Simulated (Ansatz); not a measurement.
## Be4Sb2Se (built on the sites of a database entry of Ca4Sb2O): a soft mode frozen in

Aim: this structure of Be4Sb2Se (built on the sites of a database entry of Ca4Sb2O) is to be tested for unstable modes, and one is followed downhill.

Method: DFT LDA, scalar-relativistic, plane waves, norm-conserving pseudopotentials, in Ansatz 0.2.0.

Most raw output is cut from this account.

The structure was built from a prototype and need not be the compound's stable phase.

## 1. Set-up

The structure is tetragonal, space group I4/mmm (No. 139). Conventional cell: a = 4.446 Å, b = 4.446 Å, c = 12.397 Å, α = 90.00°, β = 90.00°, γ = 90.00°. Nearest to Be lie 2 Se at 2.22 Å. Be has 1 Se at 2.14 Å and 1 Sb at 2.34 Å nearest. Nearest to Sb lie 1 Be at 2.34 Å. Nearest to Se lie 6 Be at 2.14 to 2.22 Å. Farther neighbours and most contacts between anions are not listed.

## 2. Linear response at the zone centre

The cell comes from relaxations at this level that are not shown. The zone centre is the only wavevector solved here; it holds the modes that light can see, as far as symmetry allows. No field response is asked, since the mesh shows no gap.

Input file input.yaml:

```yaml
crystal:
  lattice:
    - [-2.2229795193, 2.2229795193, 6.1987300739]
    - [2.2229795193, -2.2229795193, 6.1987300739]
    - [2.2229795193, 2.2229795193, -6.1987300739]
  atoms:
    - { symbol: Be, position: [0.5, 0.0, 0.5] }
    - { symbol: Be, position: [0.0, 0.5, 0.5] }
    - { symbol: Be, position: [0.327226484, 0.327226484, 0.0] }
    - { symbol: Be, position: [0.672773516, 0.672773516, 0.0] }
    - { symbol: Sb, position: [0.1384922213, 0.1384922213, 0.0] }
    - { symbol: Sb, position: [0.8615077787, 0.8615077787, 0.0] }
    - { symbol: Se, position: [0.5, 0.5, 0.0] }
kpoints:
  mp_grid: { grid: [12, 12, 12] }
hamiltonian:
  xc: lda
  pseudopotentials: { kind: nc }
scf:
  occupations: { method: methfessel_paxton, width: 0.2 }
output:
  eigenvalues: true
phonons:
  method: dfpt
```

The run is started by

```console
$ ansatz run input.yaml --threads 8 --pin off --max-ram 14336MiB --backend cpu --events-out ev --progress --plain --runs-dir out
```

Elapsed: 11 min, on 8 threads of AMD EPYC 9B45 (Zen 5), shared host; peak memory 11 GiB.

Numbers from this step:

| Item | Value |
| --- | --- |
| volume per atom | 17.50 Å³ |
| gap on the k-mesh | 0 eV |
| sum-rule residual before enforcement | 1.14e-4 eV/Å² |
| point group | 4/mmm |
| highest optical mode at the zone centre (no LO-TO term) | 629.5 cm⁻¹ |
| lowest optical zone-centre mode | -353.1 cm⁻¹ |

Patterns of degenerate modes are one choice out of their space. The modes at Γ (shares of kinetic energy by element, %) (negative means imaginary):

```csv
mode,frequency (cm⁻¹),symmetry,Be %,Sb %,Se %
1,-353.1,Eu,95,1,4
2,-353.1,Eu,95,1,4
3,-314.1,Eg,100,0,0
4,-314.1,Eg,100,0,0
5,-241.8,B2u,100,0,0
6,-185.3,Eu,88,0,12
7,-185.3,Eu,88,0,12
8,-165.6,A2u,84,0,16
9,0.0,acoustic,10,68,22
10,0.0,acoustic,10,68,22
11,0.0,acoustic,10,68,22
12,66.1,Eg,0,100,0
13,66.1,Eg,0,100,0
14,86.0,Eu,16,31,53
15,86.0,Eu,16,31,53
16,139.4,A1g,2,98,0
17,151.6,A2u,12,30,57
18,467.3,Eu,91,0,9
19,467.3,Eu,91,0,9
20,598.0,A1g,98,2,0
21,629.5,A2u,93,2,5
```

Displacements in mode 2 (-353.1 cm⁻¹), the largest set to 1:
```
Be1  0.00 -0.16  0.00
Be2  0.00 -0.06  0.00
Be3  0.00  1.00  0.00
Be4  0.00  1.00  0.00
Sb5  0.00 -0.03  0.00
Sb6  0.00 -0.03  0.00
Se7  0.00 -0.10  0.00
```

Displacements in mode 21 (629.5 cm⁻¹), the largest set to 1:
```
Be1  0.00  0.00 -0.03
Be2  0.00  0.00 -0.03
Be3  0.00  0.00  1.00
Be4  0.00  0.00  1.00
Sb5  0.00  0.00 -0.04
Sb6  0.00  0.00 -0.04
Se7  0.00  0.00 -0.11
```

Before it was imposed, the acoustic sum rule was missed by 1.1e-4 eV/Å². Small misses are needed for a sound result but don't prove that mesh and cutoff are converged. The lowest optical mode is imaginary, 353.1i cm⁻¹, so the energy falls along it.

## 3. The mode frozen in, largest atomic shift 0 Å

The mode followed lies at Γ with frequency 353.1i cm⁻¹ and is 2-fold degenerate, the softest among the wavevectors solved. At small amplitude the distorted cell has space group no. 44 by a symmetry search on the positions. The undistorted cell that holds it gives the zero of energy on the same k mesh.

input.yaml: that of step 2 with these lines changed.

```diff
@@ -21,4 +21,4 @@
 output:
+  forces: true
+  stress: true
   eigenvalues: true
-phonons:
-  method: dfpt
```

It took 6.6 s on 8 threads; peak memory 2.5 GiB; 50 s of CPU time.

This step gave:

- pressure: 8.37e-4 GPa
- energy from the undistorted cell: 0 meV/atom

The run ends at a pressure of 0.00 GPa, with forces up to 8.5e-4 eV/Å.

## 4. The mode frozen in, largest atomic shift 0.6 Å

The atoms are moved along the unstable eigenvector, the largest shift by 0.6 Å, with the cell fixed.

input.yaml, the sections that differ from step 3:

```yaml
crystal:
  lattice:
    - [-2.2229795193, 2.2229795193, 6.1987300739]
    - [2.2229795193, -2.2229795193, 6.1987300739]
    - [2.2229795193, 2.2229795193, -6.1987300739]
  atoms:
    - { symbol: Be, position: [0.5, -0.0082754575, 0.4917245425] }
    - { symbol: Be, position: [0.0, 0.4786220769, 0.4786220769] }
    - { symbol: Be, position: [0.327226484, 0.4621804939, 0.1349540099] }
    - { symbol: Be, position: [0.672773516, 0.8077275259, 0.1349540099] }
    - { symbol: Sb, position: [0.1384922213, 0.1339587951, -0.0045334262] }
    - { symbol: Sb, position: [0.8615077787, 0.8569743525, -0.0045334262] }
    - { symbol: Se, position: [0.5, 0.4865616637, -0.0134383363] }
# kpoints, hamiltonian, scf, output: as in step 3
```

Wall time 17 s (8 threads); peak memory 3.4 GiB.

Numbers from this step:

```yaml
pressure: -1.852 GPa
energy_from_the_undistorted_cell: -156.7 meV/atom
```

The energy, extrapolated to zero smearing, is -156.74 meV/atom against the undistorted cell.

The run ends at a pressure of -1.85 GPa, with forces up to 1.2 eV/Å.

## 5. Energy along the mode, all amplitudes (two of the runs are shown above)

An imaginary frequency means negative curvature, so the energy should fall and then rise again as anharmonic terms take over.

This step gave:

```yaml
depth_at_the_lowest_point_sampled: 156.7 meV/atom
largest_atomic_shift_at_that_point: 0.6 Å
```

Table of energy from the parent by largest atomic shift:

```csv
largest atomic shift (Å),energy from the parent (meV/atom)
0.000,0
0.040,-1.01
0.080,-4.02
0.140,-12.1
0.220,-29.0
0.320,-57.7
0.450,-103
0.600,-157
```

Displacement at unit largest shift by atom:

```csv
atom,x (Å),y (Å),z (Å),size
Be1,-0.06,0.00,0.00,0.06
Be2,-0.16,0.00,0.00,0.16
Be3,1.00,0.00,0.00,1.00
Be4,1.00,0.00,0.00,1.00
Sb5,-0.03,0.00,0.00,0.03
Sb6,-0.03,0.00,0.00,0.03
Se7,-0.10,0.00,0.00,0.10
```

The lowest of the steps tried is the last one, at 0.6 Å, 157 meV/atom below the parent; the bottom of the well need not coincide with a step.

## 6. Relaxing from the distorted cell

Starting from the lowest point found, all atoms and the cell are let go, so that strain and other modes of the same symmetry can join in.

input.yaml: that of step 4 with these lines changed.

```diff
@@ -24 +24,6 @@
   eigenvalues: true
+relax:
+  adjacent_minimum: "off"
+  f_tol: 0.002
+  max_steps: 120
+  cell: { stress_tol: 0.03 }
```

Run time: 7.3 min. Hardware: 8 threads; peak memory 3.8 GiB.

The steps of the relaxation (22 of 25):

```csv
step,energy less that of the first step (eV),largest force component (eV/Å),pressure (GPa),volume (Å³)
1,0.0000,1.1069,-1.85,122.53
2,-0.8012,0.9010,-1.56,120.14
3,-1.3548,1.1233,0.01,116.99
4,-1.7043,0.9632,0.68,116.65
6,-2.4560,0.2345,0.43,118.48
7,-2.6901,0.2200,0.09,117.93
8,-2.6884,0.3439,-1.46,118.89
9,-2.7335,0.1924,0.36,116.64
10,-2.7341,0.0587,-0.64,117.56
11,-2.7371,0.0808,0.18,116.80
12,-2.7379,0.0052,0.00,116.97
14*,-2.8515,0.0025,1.80,116.97
15,-2.9099,0.0145,1.05,118.13
16,-2.9388,0.1608,-0.17,120.02
17,-2.9484,0.0180,-0.01,119.85
18,-2.9486,0.0097,0.00,119.84
19,-2.9486,0.0210,-0.01,119.86
20,-2.9487,0.0056,0.00,119.84
22*,-2.9504,0.0007,0.05,119.85
23,-2.9505,0.0030,0.01,119.91
24,-2.9505,0.0006,0.00,119.93
25*,-2.9505,0.0006,0.00,119.93
```

Relaxation steps marked * repeat the geometry before them on a plane-wave basis chosen anew for their cell, so energy and pressure can jump there. Other such steps can lie between the rows shown. Relaxation step 8 was tried and not accepted.

Forces are held to the 4 operations that the run works with; a distortion that breaks them can't arise in this run.

```csv
cell as run,before,after,change
a (Å),6.950,6.599,-5.1 %
b (Å),6.950,6.599,-5.1 %
c (Å),6.950,6.599,-5.1 %
α (°),142.69,130.12,-8.8 %
β (°),142.69,146.54,+2.7 %
γ (°),53.78,61.40,+14.2 %
volume (Å³/atom),17.50,17.13,-2.1 %
```

The atoms that moved most (Å, as changes of fractional coordinates times the final cell):

```csv
atom,dx,dy,dz,length
Be2,-1.142,0.000,0.000,1.142
Be3,0.493,0.000,0.189,0.528
Be4,0.493,0.000,-0.189,0.528
Sb5,0.006,0.000,0.282,0.282
Sb6,0.006,0.000,-0.282,0.282
Be1,0.119,0.000,0.000,0.119
Se7,0.025,0.000,0.000,0.025
```

This step gave:

```
pressure        : -0.002434 GPa
volume per atom : 17.13 Å³
```

The distorted start has space group Imm2; the relaxation ends in Imm2.

## 7. The new phase in its own primitive cell

The relaxed structure is symmetrised, reduced to its primitive cell and relaxed tightly, as its phonons need.

input.yaml, the sections that differ from step 6:

```yaml
crystal:
  lattice:
    - [-1.8993650027, 5.6737709972, 2.7823010131]
    - [1.8993650027, -5.6737709972, 2.7823010131]
    - [1.8993650027, 5.6737709972, -2.7823010131]
  atoms:
    - { symbol: Be, position: [0.9869271197, 0.4869271197, 0.5] }
    - { symbol: Be, position: [0.7266262845, 0.7266262845, 0.0] }
    - { symbol: Be, position: [0.1204080038, 0.7765142284, 0.3438937755] }
    - { symbol: Be, position: [0.4326204529, 0.7765142284, 0.6561062245] }
    - { symbol: Sb, position: [0.1667214644, 0.003366821, 0.1633546434] }
    - { symbol: Sb, position: [0.8400121776, 0.003366821, 0.8366453566] }
    - { symbol: Se, position: [0.5089350466, 0.0089350466, 0.5] }
relax:
  adjacent_minimum: "off"
  f_tol: 0.001
  max_steps: 60
  cell: { stress_tol: 0.01 }
# kpoints, hamiltonian, scf, output: as in step 6
```

It took 49 s on 8 threads; peak memory 3.6 GiB; 6.3 min of CPU time.

Little changed from the start: no atom moved by 0.005 Å and no cell edge by 0.1 %.

Numbers from this step:

| Property | Result |
| --- | --- |
| pressure | -0.002435 GPa |

The largest force component left is 0.59 meV/Å and the pressure is -0.002 GPa, within the tolerances set. The cell now holds 17.13 Å³/atom.

## 8. Modes of the new phase

A relaxed structure may still be a saddle point, so its zone-centre modes are computed. No field response is asked, since the mesh shows no gap.

input.yaml: that of step 7 with these lines changed.

```diff
@@ -21,9 +21,4 @@
 output:
-  forces: true
-  stress: true
   eigenvalues: true
-relax:
-  adjacent_minimum: "off"
-  f_tol: 0.001
-  max_steps: 60
-  cell: { stress_tol: 0.01 }
+phonons:
+  method: dfpt
```

Wall time 16 min (8 threads); peak memory 9.9 GiB.

The run was cut off at the time limit after its SCF cycle had converged; no result of it is taken.

## 9. Outcome

```
unstable mode of the parent                                                      : q = (0, 0, 0), 353i cm⁻¹
depth at the lowest point sampled                                                : 157 meV/atom
largest atomic shift at that point                                               : 0.6 Å
space group reached (within 0.01 Å)                                              : Imm2
energy gained over the parent (first relaxation, on the mesh of the frozen mode) : 578 meV/atom
volume per atom, phase reached                                                   : 17.1 Å³
```

In words: Along this mode the structure falls into Imm2, 578 meV/atom below the parent. At the parent's cell the well is 156.7 meV/atom deep on the steps tried, with its lowest point at a shift of 0.6 Å. That is the last step tried, so the steps alone don't bracket the bottom of the well. Relaxing atoms and cell changes the gain by +421.46 meV/atom against the lowest step (energies at zero smearing). Most of the total comes from this relaxation. The modes of the phase reached were not computed on this path. Of the 2 patterns followed to their end from this parent, this one reaches the lowest energy. Each path keeps the symmetry of its pattern, so a lower phase may lie along a pattern not tried. With no gap, or one that is small against the smearing, the frequencies hang on the k mesh and the smearing, most of all near Kohn anomalies. Spin-orbit coupling is left out, which can matter for the heavy elements here. The starting cell was built on a prototype and not taken from a measurement, so the phase need not exist.

[Logs are printed without paths, hosts, clocks, repeated set-up lines and the standing remarks that a program may print on its own settings, such as how far it seeks lower states.]

[Hosts, paths, dates, database ids (printed as entryN), source tags and the programs' standing remarks are cut or masked in the printed files.]
